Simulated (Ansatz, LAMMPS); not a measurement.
# Structural relaxation of amorphous 29SiO2-71Al2O3 (mol %) (124 atoms), part 2 of 4

Aim: bring amorphous 29SiO2-71Al2O3 (mol %) (124 atoms) to a nearby minimum of the energy and see what moves.

Ansatz 0.2.0; Kohn-Sham DFT, PBE, PAW (set soft_2), plane waves.

The cell: 8 Si, 40 Al and 76 O. The quench rate of 50 K/ps far exceeds what a furnace or splat quench reaches. The starting topology of bonds comes from the classical model. Only the Γ point is sampled, in a cell whose shortest periodic width is 11 Å.

So far. Step 3 (Single point at the start): Neighbours are counted within 2.38 Å (O-Al), 2.16 Å (O-Si).

## (4) Cell and atoms relaxed

The cell is relaxed with the atoms, since the starting lattice needn't suit this functional.

Input file input.yaml:

```yaml
crystal:
  lattice:
    - [11.3782, 0.0, 0.0]
    - [0.0, 11.3782, 0.0]
    - [0.0, 0.0, 11.3782]
  atoms:
    [... the 124 atom lines of step 3 ...]
kpoints:
  mp_grid: { grid: [1, 1, 1] }
hamiltonian:
  xc: pbe
scf:
  occupations: { method: fermi_dirac, width: 0.025 }
output:
  forces: true
relax:
  f_tol: 0.04
  max_steps: 250
  cell: {}
```

The run is started by

```bash
$ ansatz run input.yaml --threads 4 --pin off --max-ram 8192MiB --backend cpu --events-out ev --progress --plain --runs-dir out
```

Numbers of over 12 decimals in the logs are rounded to 6 here.

Output:

```text
[...]
Crystal: 124 atoms, lattice volume = 1473.061 Å³
Basis set: ecut = 420 eV, 28671 PW (Γ), exchange–correlation on 160×160×160 points (8 copies of the dense FFT grid, shifted against one another)
Bands: 428, of which v1, the nominal top of the filled ones, is band 304 counted from 1 (303 counted from 0)
Symmetry: 1 space group operations
[...]
k-points: 1
[...]
SCF iter   1: F=—  HF=-69863.530330 eV  |F-HF|=—  |Δ(HF+E_count)|=         —  Δρ=2.52e-3  dr2=1.76e-1  ethr=1.77e-3  ⟨swp⟩=6.0  Hψ=1922  notcnv=0  defer=53
[...]
SCF iter  10: F=-69863.504762 eV  HF=-69863.504762 eV  |F-HF|=1.13e-8  |Δ(HF+E_count)|=   5.86e-8  Δρ=9.70e-7  dr2=1.64e-8  ethr=1.64e-11  ⟨swp⟩=4.0  Hψ=1183  notcnv=0
SCF 1 converged in 10 iterations: F = -69863.504762 eV  dr2 = 1.64e-8
[...]
relax step   1: F+E_penalty+E_count = -69863.50476223 eV  Δ(F+E_penalty+E_count) = +0.000e0 eV  max|allowed force component| = 1.774e0 eV/Å  Δτ_max = 0.0000 Å  P = +3.780 GPa  Ω = 1473.061 Å³  (10 SCF iters, dr2 threshold 1.00e-7 eV, accepted)
[... from here on, the SCF cycles and remarks between the steps are left out ...]
relax step   2: F+E_penalty+E_count = -69864.98569322 eV  Δ(F+E_penalty+E_count) = -1.481e0 eV  max|allowed force component| = 1.020e0 eV/Å  Δτ_max = 0.0553 Å  P = +2.059 GPa  Ω = 1480.271 Å³  energy of the carried Pulay correction = -2.898e-2 eV  (7 SCF iters, dr2 threshold 1.24e-5 eV, accepted)
relax step   3: F+E_penalty+E_count = -69866.10015771 eV  Δ(F+E_penalty+E_count) = -1.114e0 eV  max|allowed force component| = 4.909e-1 eV/Å  Δτ_max = 0.1107 Å  P = -0.391 GPa  Ω = 1484.325 Å³  energy of the carried Pulay correction = -4.522e-2 eV  (7 SCF iters, dr2 threshold 1.24e-5 eV, accepted)
relax step   4: F+E_penalty+E_count = -69866.69924715 eV  Δ(F+E_penalty+E_count) = -5.991e-1 eV  max|allowed force component| = 3.135e-1 eV/Å  Δτ_max = 0.2000 Å  P = -0.112 GPa  Ω = 1468.734 Å³  energy of the carried Pulay correction = +1.746e-2 eV  (8 SCF iters, dr2 threshold 1.24e-5 eV, accepted)
relax step   5: F+E_penalty+E_count = -69866.77470220 eV  Δ(F+E_penalty+E_count) = -7.546e-2 eV  max|allowed force component| = 1.367e0 eV/Å  Δτ_max = 0.1946 Å  P = -0.006 GPa  Ω = 1459.701 Å³  energy of the carried Pulay correction = +5.408e-2 eV  (8 SCF iters, dr2 threshold 6.14e-6 eV, accepted)
relax step   6: F+E_penalty+E_count = -69867.16391811 eV  Δ(F+E_penalty+E_count) = -3.892e-1 eV  max|allowed force component| = 4.776e-1 eV/Å  Δτ_max = 0.2000 Å  P = +0.025 GPa  Ω = 1458.600 Å³  energy of the carried Pulay correction = +5.856e-2 eV  (7 SCF iters, dr2 threshold 1.24e-5 eV, accepted)
relax step   7: F+E_penalty+E_count = -69867.33286241 eV  Δ(F+E_penalty+E_count) = -1.689e-1 eV  max|allowed force component| = 2.388e-1 eV/Å  Δτ_max = 0.2000 Å  P = +0.038 GPa  Ω = 1458.559 Å³  energy of the carried Pulay correction = +5.872e-2 eV  (7 SCF iters, dr2 threshold 1.24e-5 eV, accepted)
relax step   8: F+E_penalty+E_count = -69867.35153083 eV  Δ(F+E_penalty+E_count) = -1.867e-2 eV  max|allowed force component| = 3.995e-1 eV/Å  Δτ_max = 0.2000 Å  P = -0.018 GPa  Ω = 1455.265 Å³  energy of the carried Pulay correction = +7.214e-2 eV  (8 SCF iters, dr2 threshold 3.56e-6 eV, accepted)
relax step   9: F+E_penalty+E_count = -69867.36411827 eV  Δ(F+E_penalty+E_count) = -1.259e-2 eV  max|allowed force component| = 2.324e-1 eV/Å  Δτ_max = 0.0687 Å  P = -0.049 GPa  Ω = 1456.764 Å³  energy of the carried Pulay correction = +6.603e-2 eV  (6 SCF iters, dr2 threshold 9.97e-6 eV, accepted)
relax step  10: F+E_penalty+E_count = -69867.44034857 eV  Δ(F+E_penalty+E_count) = -7.623e-2 eV  max|allowed force component| = 2.199e-1 eV/Å  Δτ_max = 0.2000 Å  P = -0.106 GPa  Ω = 1453.868 Å³  energy of the carried Pulay correction = +7.784e-2 eV  (7 SCF iters, dr2 threshold 3.37e-6 eV, accepted)
relax step  11: F+E_penalty+E_count = -69867.31016834 eV  Δ(F+E_penalty+E_count) = +1.302e-1 eV  max|allowed force component| = 1.102e0 eV/Å  Δτ_max = 0.1943 Å  P = +0.127 GPa  Ω = 1449.137 Å³  energy of the carried Pulay correction = +9.719e-2 eV  (8 SCF iters, dr2 threshold 3.02e-6 eV, rejected (line search))
relax step  12: F+E_penalty+E_count = -69867.51194272 eV  Δ(F+E_penalty+E_count) = -7.159e-2 eV  max|allowed force component| = 9.254e-2 eV/Å  Δτ_max = 0.0971 Å  P = -0.004 GPa  Ω = 1451.522 Å³  energy of the carried Pulay correction = +8.743e-2 eV  (12 SCF iters, accepted)
relax step  13: F+E_penalty+E_count = -69867.53343295 eV  Δ(F+E_penalty+E_count) = -2.149e-2 eV  max|allowed force component| = 7.839e-2 eV/Å  Δτ_max = 0.1000 Å  P = +0.031 GPa  Ω = 1450.684 Å³  energy of the carried Pulay correction = +9.085e-2 eV  (7 SCF iters, dr2 threshold 5.35e-7 eV, accepted)
relax step  14: F+E_penalty+E_count = -69867.55202334 eV  Δ(F+E_penalty+E_count) = -1.859e-2 eV  max|allowed force component| = 1.346e-1 eV/Å  Δτ_max = 0.1500 Å  P = +0.001 GPa  Ω = 1450.525 Å³  energy of the carried Pulay correction = +9.151e-2 eV  (8 SCF iters, dr2 threshold 3.84e-7 eV, accepted)
relax step  15: F+E_penalty+E_count = -69867.56262959 eV  Δ(F+E_penalty+E_count) = -1.061e-2 eV  max|allowed force component| = 1.509e-1 eV/Å  Δτ_max = 0.0561 Å  P = +0.026 GPa  Ω = 1450.117 Å³  energy of the carried Pulay correction = +9.317e-2 eV  (7 SCF iters, dr2 threshold 1.13e-6 eV, accepted)
relax step  16: F+E_penalty+E_count = -69867.54128983 eV  Δ(F+E_penalty+E_count) = +2.134e-2 eV  max|allowed force component| = 3.604e-1 eV/Å  Δτ_max = 0.2000 Å  P = -0.011 GPa  Ω = 1450.148 Å³  energy of the carried Pulay correction = +9.305e-2 eV  (8 SCF iters, dr2 threshold 1.42e-6 eV, rejected (line search))
relax step  17: F+E_penalty+E_count = -69867.57540910 eV  Δ(F+E_penalty+E_count) = -1.278e-2 eV  max|allowed force component| = 1.614e-1 eV/Å  Δτ_max = 0.0974 Å  P = -0.041 GPa  Ω = 1450.523 Å³  energy of the carried Pulay correction = +9.151e-2 eV  (12 SCF iters, accepted)
relax step  18: F+E_penalty+E_count = -69867.59560931 eV  Δ(F+E_penalty+E_count) = -2.020e-2 eV  max|allowed force component| = 5.666e-2 eV/Å  Δτ_max = 0.1000 Å  P = +0.029 GPa  Ω = 1447.581 Å³  energy of the carried Pulay correction = +1.036e-1 eV  (7 SCF iters, dr2 threshold 1.63e-6 eV, accepted)
relax step  19: F+E_penalty+E_count = -69867.60625846 eV  Δ(F+E_penalty+E_count) = -1.065e-2 eV  max|allowed force component| = 1.045e-1 eV/Å  Δτ_max = 0.0823 Å  P = +0.015 GPa  Ω = 1445.972 Å³  energy of the carried Pulay correction = +1.102e-1 eV  (8 SCF iters, dr2 threshold 2.01e-7 eV, accepted)
relax step  20: F+E_penalty+E_count = -69867.61401277 eV  Δ(F+E_penalty+E_count) = -7.754e-3 eV  max|allowed force component| = 9.116e-2 eV/Å  Δτ_max = 0.0498 Å  P = +0.014 GPa  Ω = 1445.018 Å³  energy of the carried Pulay correction = +1.141e-1 eV  (7 SCF iters, dr2 threshold 6.82e-7 eV, accepted)
relax step  21: F+E_penalty+E_count = -69867.61168585 eV  Δ(F+E_penalty+E_count) = +2.327e-3 eV  max|allowed force component| = 1.313e-1 eV/Å  Δτ_max = 0.0542 Å  P = -0.004 GPa  Ω = 1445.686 Å³  energy of the carried Pulay correction = +1.113e-1 eV  (7 SCF iters, dr2 threshold 5.19e-7 eV, accepted)
relax step  22: F+E_penalty+E_count = -69867.62280995 eV  Δ(F+E_penalty+E_count) = -1.112e-2 eV  max|allowed force component| = 3.332e-1 eV/Å  Δτ_max = 0.1032 Å  P = +0.153 GPa  Ω = 1444.512 Å³  energy of the carried Pulay correction = +1.162e-1 eV  (8 SCF iters, dr2 threshold 1.08e-6 eV, accepted)
relax step  23: F+E_penalty+E_count = -69867.41183591 eV  Δ(F+E_penalty+E_count) = +2.110e-1 eV  max|allowed force component| = 1.488e0 eV/Å  Δτ_max = 0.1944 Å  P = +0.132 GPa  Ω = 1443.677 Å³  energy of the carried Pulay correction = +1.196e-1 eV  (7 SCF iters, dr2 threshold 6.94e-6 eV, rejected (line search))
relax step  24: F+E_penalty+E_count = -69867.64912132 eV  Δ(F+E_penalty+E_count) = -2.631e-2 eV  max|allowed force component| = 6.425e-2 eV/Å  Δτ_max = 0.0972 Å  P = +0.003 GPa  Ω = 1448.181 Å³  energy of the carried Pulay correction = +1.011e-1 eV  (11 SCF iters, accepted)
relax step  25: F+E_penalty+E_count = -69867.64901345 eV  Δ(F+E_penalty+E_count) = +1.079e-4 eV  max|allowed force component| = 2.655e-2 eV/Å  Δτ_max = 0.0318 Å  P = -0.003 GPa  Ω = 1449.304 Å³  energy of the carried Pulay correction = +9.650e-2 eV  (7 SCF iters, dr2 threshold 2.58e-7 eV, accepted)
relax step  26: F+E_penalty+E_count = -69867.59026916 eV  Δ(F+E_penalty+E_count) = +5.874e-2 eV  max|allowed force component| = 2.682e-2 eV/Å  Δτ_max = 0.0000 Å  P = -0.102 GPa  Ω = 1449.304 Å³  stress off target by 1.76e-1 GPa  SCF on the basis re-selected at this cell (its energy is not comparable with the rows above)  (6 SCF iters)
relax step  27: F+E_penalty+E_count = -69867.59895834 eV  Δ(F+E_penalty+E_count) = -8.689e-3 eV  max|allowed force component| = 1.373e-2 eV/Å  Δτ_max = 0.0288 Å  P = +0.015 GPa  Ω = 1447.399 Å³  energy of the carried Pulay correction = +7.450e-3 eV  (7 SCF iters, dr2 threshold 7.78e-8 eV, accepted)
relax step  28: F+E_penalty+E_count = -69867.59173012 eV  Δ(F+E_penalty+E_count) = +7.228e-3 eV  max|allowed force component| = 1.376e-2 eV/Å  Δτ_max = 0.0000 Å  P = +0.009 GPa  Ω = 1447.399 Å³  stress off target by 1.38e-2 GPa  SCF on the basis re-selected at this cell (its energy is not comparable with the rows above)  (5 SCF iters)
[...]
SCF converged after 5 iterations
Free energy (F): -69867.591730 eV
[...]
Internal energy: -69867.591730 eV  (E = F + TS)
E sigma→0 (E₀):  -69867.591730 eV
Fermi energy:    6.344140 eV
[...]
--- Forces (eV/Å), atoms counted from 1 ---
  atom   1  Si    -0.00002689    -0.00098868     0.00234958
  atom   2  Si    -0.00518578    -0.00549794     0.00203726
  atom   3  Si    -0.00138158    -0.00150267     0.00051854
  atom   4  Si    -0.00582454    -0.00104814    -0.00329811
  atom   5  Si     0.01375764     0.01178254     0.00362226
  atom   6  Si    -0.01048845     0.00293994    -0.00223650
  atom   7  Si    -0.00666657    -0.00592085    -0.00201905
  atom   8  Si    -0.01040450    -0.00935591     0.00364801
  atom   9  Al     0.00351049     0.00256853     0.00069792
  atom  10  Al     0.00391774    -0.00247190    -0.00243238
  atom  11  Al     0.00763530     0.00028185    -0.00128114
  atom  12  Al     0.00249825    -0.00425895    -0.00256796
  atom  13  Al    -0.00199361     0.00121282    -0.00078805
  atom  14  Al     0.00134953     0.00071342    -0.00160706
[...]
atom 123  O     -0.00033046    -0.00049020    -0.00156793
  atom 124  O      0.00538182     0.00695955    -0.00450018
  max |Σ_I F_I| component: 1.00e-4 eV/Å
--- Stress (GPa, compression-positive) ---
        0.004213       0.001655      -0.000741
        0.001642       0.012557      -0.001441
       -0.000746      -0.001431       0.011200
  P = ⅓ Tr σ = 0.0093 GPa (0.093 kbar)
--- Relaxed structure (26 steps of the walk, 23 accepted, 2 SCFs on fresh bases) ---
  F+E_penalty+E_count = -69867.59173012 eV   max|allowed force component| = 1.376e-2 eV/Å   (the final SCF, on the basis selected at the relaxed cell)
  cell:  # Å, volume = 1447.3989 Å³
    - [11.402517, 0.022119, -0.066870]
    - [0.022119, 11.252786, 0.041650]
    - [-0.066870, 0.041650, 11.281067]
  atoms:
    - { symbol: Si, position: [0.342006, 0.966498, 0.834805] }
    - { symbol: Si, position: [0.921482, 0.328273, 0.183162] }
    - { symbol: Si, position: [0.907553, 0.227489, 0.728076] }
    - { symbol: Si, position: [0.054313, 0.846845, 0.509642] }
[...]
- { symbol: O, position: [0.145763, 0.065398, 0.172093] }
```

Run time: 7.3 min. Hardware: 4 threads of Arm Neoverse V2, shared host; peak memory 2 GiB; 28 min of CPU time.

Step by step (22 of 28):

```
step  energy less that of the first step (eV)  largest force component (eV/Å)  pressure (GPa)  volume (Å³)
   1                                   0.0000                          1.7737            3.78      1473.06
   2                                  -1.4809                          1.0203            2.06      1480.27
   4                                  -3.1945                          0.3135           -0.11      1468.73
   5                                  -3.2699                          1.3673           -0.01      1459.70
   6                                  -3.6592                          0.4776            0.02      1458.60
   7                                  -3.8281                          0.2388            0.04      1458.56
   9                                  -3.8594                          0.2324           -0.05      1456.76
  10                                  -3.9356                          0.2199           -0.11      1453.87
  11                                  -3.8054                          1.1017            0.13      1449.14
  13                                  -4.0287                          0.0784            0.03      1450.68
  14                                  -4.0473                          0.1346            0.00      1450.52
  15                                  -4.0579                          0.1509            0.03      1450.12
  16                                  -4.0365                          0.3604           -0.01      1450.15
  18                                  -4.0908                          0.0567            0.03      1447.58
  19                                  -4.1015                          0.1045            0.02      1445.97
  20                                  -4.1093                          0.0912            0.01      1445.02
  22                                  -4.1180                          0.3332            0.15      1444.51
  23                                  -3.9071                          1.4884            0.13      1443.68
  24                                  -4.1444                          0.0643            0.00      1448.18
  25                                  -4.1443                          0.0266            0.00      1449.30
  27                                  -4.0942                          0.0137            0.01      1447.40
 28*                                  -4.0870                          0.0138            0.01      1447.40
```

Relaxation steps marked * repeat the geometry before them on a plane-wave basis chosen anew for their cell, so energy and pressure can jump there. Other such steps can lie between the rows shown. Relaxation steps 11, 16, 23 were tried and not accepted.

```
     cell as run  before   after  change
           a (Å)  11.378  11.403  +0.2 %
           b (Å)  11.378  11.253  -1.1 %
           c (Å)  11.378  11.281  -0.9 %
           α (°)   90.00   89.58  -0.5 %
           β (°)   90.00   90.68  +0.8 %
           γ (°)   90.00   89.78  -0.2 %
volume (Å³/atom)   11.88   11.67  -1.7 %
```

The atoms that moved most (Å, as changes of fractional coordinates times the final cell):

```
atom      dx      dy      dz  length
 O50  -0.544  -0.449   0.064   0.708
Al24   0.456   0.171   0.451   0.664
 O62  -0.436  -0.112  -0.327   0.556
Al40   0.251  -0.217   0.429   0.542
O103   0.028  -0.527  -0.005   0.528
Al35  -0.431  -0.272  -0.108   0.521
Al12  -0.220   0.380   0.240   0.500
 O96  -0.440   0.121   0.190   0.495
```

The relaxation changed the energy by -33.0 meV/atom, and atoms moved by 0.25 Å r.m.s., 0.71 Å at most.

## (5) Structure statistics after relaxation

Bonds before and after, by the cutoffs listed below:

```
pair  bonds before  bonds after  mean before (Å)  mean after (Å)  spread before (Å)  spread after (Å)
O-Al           169          180            1.815           1.849              0.115             0.101
O-Si            32           32            1.628           1.643              0.064             0.047
```

Density 2.89 g/cm³, 11.67 Å³ an atom.

g(r), total and by pair (bins of 0.2 Å):

```csv
r (Å),total,O-O,O-Al,O-Si,Al-Al,Al-Si,Si-Si
1.50,0.15,0.00,0.00,1.91,0.00,0.00,0.00
1.70,2.26,0.00,3.88,9.30,0.00,0.00,0.00
1.90,2.15,0.00,5.45,0.00,0.00,0.00,0.00
2.10,0.26,0.00,0.67,0.00,0.00,0.00,0.00
2.30,0.08,0.14,0.08,0.00,0.00,0.00,0.00
2.50,0.47,1.13,0.09,0.00,0.11,0.00,0.00
2.70,1.43,3.24,0.13,0.00,1.29,0.51,0.00
2.90,1.12,2.12,0.20,0.11,1.69,1.45,0.00
3.10,1.15,1.41,0.53,0.30,2.53,2.61,3.75
3.30,1.08,0.86,0.78,0.86,2.67,2.50,0.00
3.50,1.01,0.73,1.16,1.23,1.60,0.30,0.00
3.70,0.93,0.68,1.30,1.65,0.26,0.14,0.00
3.90,0.92,0.56,1.41,1.25,0.19,0.70,0.00
4.10,1.01,0.56,1.51,1.40,0.52,0.86,0.00
4.30,1.19,0.60,1.70,1.84,0.82,1.46,1.01
4.50,1.04,0.89,1.16,0.93,1.00,1.59,1.79
4.70,0.96,1.13,0.93,0.73,0.78,0.81,0.00
4.90,0.97,1.21,0.71,0.63,1.07,1.56,1.48
5.10,1.12,1.58,0.76,0.80,0.97,1.25,2.04
5.30,0.97,1.28,0.58,0.98,1.16,1.41,1.30
5.50,0.97,1.12,0.78,1.09,1.17,0.66,0.58
```

Bonds by pair of elements; cutoffs follow the first minimum of g(r), held within bounds set by covalent radii, and pairs that aren't listed don't count as bonded:

```
pair A-B  cutoff (Å)  bonds  mean length (Å)  spread (Å)  shortest (Å)  B about A  A about B
    O-Al        2.38    180             1.85       0.101          1.68       2.37        4.5
    O-Si        2.12     32             1.64       0.047          1.56      0.421          4
```

How many atoms have how many bonded neighbours:

```
element  mean   2   3   4   5  6
     Al   4.5   0   0  22  16  2
      O  2.79  21  50   5   0  0
     Si     4   0   0   8   0  0
```

Bond angles, per cent of each kind in bins of 5°:

```csv
angle (°),O-Al-O,Al-O-Al,O-Si-O,Al-O-Si
65–70,0.6,0.0,0.0,0.0
70–75,0.9,0.0,0.0,0.0
75–80,4.3,0.6,0.0,0.0
80–85,8.4,2.5,0.0,0.0
85–90,8.4,3.2,2.1,0.0
90–95,9.6,8.2,2.1,7.3
95–100,11.2,7.6,0.0,2.4
100–105,10.2,7.0,14.6,0.0
105–110,11.2,8.9,33.3,4.9
110–115,5.6,9.5,33.3,4.9
115–120,7.8,11.4,10.4,2.4
120–125,4.3,12.7,4.2,14.6
125–130,3.4,4.4,0.0,14.6
130–135,2.5,10.8,0.0,9.8
135–140,1.9,5.1,0.0,14.6
140–145,1.9,3.2,0.0,9.8
145–150,1.9,3.2,0.0,4.9
150–155,1.2,0.6,0.0,2.4
155–160,0.6,0.6,0.0,0.0
160–165,1.2,0.6,0.0,0.0
165–170,0.6,0.0,0.0,4.9
170–175,2.2,0.0,0.0,0.0
175–180,0.0,0.0,0.0,2.4
```

Bond angles (no mean is given where the spread exceeds 20°):

| angle | count | mean (°) | spread (°) |
| --- | --- | --- | --- |
| O-Al-O | 322 | - | - |
| Al-O-Al | 158 | 116 | 17.5 |
| O-Si-O | 48 | 109 | 6.4 |
| Al-O-Si | 41 | 130 | 18.5 |
| Si-O-Si | 2 | 141 | 16.1 |

Oxygen atoms by the number of network formers (Si, P, Ge, B, Al, As, Ga) bound to them:

```
network formers bound to O  O atoms  per cent
                         0        0         0
                         1        0         0
                         2       21      27.6
                         3       50      65.8
                         4        5       6.6
```

Network units: each former by its oxygen neighbours and how many of them bridge to another former:

| former | O neighbours | bridging O | atoms |
| --- | --- | --- | --- |
| Si | 4 | 4 | 8 |
| Al | 4 | 4 | 22 |
| Al | 5 | 5 | 16 |
| Al | 6 | 6 | 2 |

Bond length by coordination (bonds to H left out):

| element | coordination | atoms | mean bond length (Å) |
| --- | --- | --- | --- |
| Al | 4 | 22 | 1.79 |
| Al | 5 | 16 | 1.90 |
| Al | 6 | 2 | 1.96 |
| O | 2 | 21 | 1.68 |
| O | 3 | 50 | 1.84 |
| O | 4 | 5 | 1.95 |

Rings of the network by King's shortest-path rule, up to 12 atoms, one path for each pair of neighbours; H, halogens, alkali and alkaline-earth atoms are left out, and the last column divides by all other atoms, bonded or not:

```csv
ring size (atoms),rings,per network atom
4,28,0.226
6,56,0.452
8,87,0.702
10,42,0.339
12,7,0.056
```

For some of the pairs, g(r) has its first main peak near 2.7 Å (O-O), 1.8 Å (O-Al), 1.6 Å (O-Si), 3.2 Å (Al-Al) and 3.1 Å (Al-Si). Counting bonds as in the table, 55 % of Al atoms have 4, 66 % of O atoms have 3 and all Si atoms have 4 bonded neighbours. 28 % of the oxygens bridge two formers (Si and Al) and 0 % are non-bridging; 66 % join three; 7 % join four. The commonest Al unit has 4 oxygens, 4 of them shared with other formers (22 of 40 atoms). Rings of 8 atoms are the most common (40 % of those counted); sizes run from 4 to 12, where the search stops.

(Continued in part 3 of 4.)

[Logs are printed without paths, hosts, clocks, repeated set-up lines and the standing remarks that a program may print on its own settings, such as how far it seeks lower states.]

[Hosts, paths, dates, database ids (printed as entryN), source tags and the programs' standing remarks are cut or masked in the printed files.]
